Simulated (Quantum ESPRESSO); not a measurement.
# Voltage at the next charge: Sr(111), 4 layers, one monolayer of Na on fcc sites against an electrode

Method. Quantum ESPRESSO 7.5, PBE, GBRV ultrasoft; ESM with bc3, a metal electrode 4.77 Å above the top atoms; cell area 16.007 Å²; ions fixed. V is the potential energy of an electron at the electrode over the slab's Fermi level, divided by e, so that it equals the work function at zero charge; positive charge removes electrons.

| charge (e a cell) | V (V) |
| --- | --- |
| 0 | 2.590 |
| 0.024 | 3.356 |
| 0.048 | 4.174 |

**Question.** What is V at a charge of 0.096 e, and what capacitance do the rows imply?

**Fit.** The last two rows give dV/dq = (4.174 − 3.356)/(0.048 − 0.024) = 34.1 V/e, so C = 1602/(16.007 × 34.1) = 2.94 µF/cm², an effective gap of 8.854/2.94 = 3.01 Å. At constant C, V = 4.174 + 34.1 × 0.048 = 5.81 V.

What the calculation gave: V = 5.941 V; the estimate misses by −0.13 V, 7.4 % of the step. Over the three intervals C goes 3.14, 2.94 and 2.72 µF/cm²: it falls as electrons leave, the surface charge drawing back towards the atoms.

**Limits.** Vacuum fills the gap; a dielectric or electrolyte would change C. The slab is thin.
